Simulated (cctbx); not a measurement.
# Absolute structure of PrGa7Cu5

Space group Imm2 (no. 44), a = 5.2430 Å, b = 8.5920 Å, c = 8.9730 Å, α = 90.00°, β = 90.00°, γ = 90.00°.

| atom | mult. | x | y | z | Ueq (Å²) |
| --- | --- | --- | --- | --- | --- |
| Pr1 | 2 | 0 | 0 | 0.9965 | 0.0174 |
| Ga1 | 4 | 0 | 0.7005 | 0.5118 | 0.0271 |
| Ga2 | 2 | 1/2 | 0 | 0.7684 | 0.0217 |
| Ga3 | 4 | 1/2 | 0.1587 | 0.4849 | 0.0311 |
| Ga4 | 2 | 0 | 0 | 0.3352 | 0.0383 |
| Ga5 | 2 | 0 | 0 | 0.6627 | 0.0264 |
| Cu1 | 2 | 1/2 | 0 | 0.2205 | 0.0229 |
| Cu2 | 8 | 0.7549 | 0.7581 | 0.2565 | 0.0223 |

The model is made up (kin elements in a known structure type, no relaxation), so it says nothing on whether the phase exists.

Data sets are simulated with cctbx and refined with Bijvoet mates kept apart; Flack x is then fitted as the share of an inverted twin with the atoms fixed, Hooft y from the Bijvoet differences. The group is acentric but holds improper operations, so there is an absolute structure (orientation) and no hand.

Untwinned crystal. What Flack and Hooft values should come out?

```
  λ (Å)  extinction (unmodelled)  d min (Å)  top counts  error (%)     model      R1  Flack x    s.u.  Hooft y   s.u.  pairs
0.71073                        0       0.77       40000          3  as given  0.0126     0.11    0.07    0.100  0.083    249
0.71073                        0       0.77       40000          3  inverted  0.0140     0.89    0.07    0.900  0.083    249
1.54184                        0       0.83       40000          2  as given  0.0082    0.000  0.0011    0.000  0.004    206
```

With Mo Kα, x is within 3 s.u. of 0, so the absolute structure is right, though an s.u. above 0.04 can't exclude a small twin share. With Cu Kα, x is within 3 s.u. of 0, so the absolute structure is right. Inverting the model turns x into about 1 − x.

A further crystal gives:

```
  λ (Å)  extinction (unmodelled)  d min (Å)  top counts  error (%)     model      R1  Flack x   s.u.  Hooft y   s.u.  pairs
1.54184                        0       0.83       20000        1.5  as given  0.0185    0.146  0.004    0.131  0.005    205
```

**Question.** What is it?

It was simulated as an inversion twin with a fraction 0.15 of the inverted domain. Flack x is over 3 s.u. from both 0 and 1 and reads that fraction.

[Logs are printed without paths, hosts, clocks, repeated set-up lines and the standing remarks that a program may print on its own settings, such as how far it seeks lower states.]
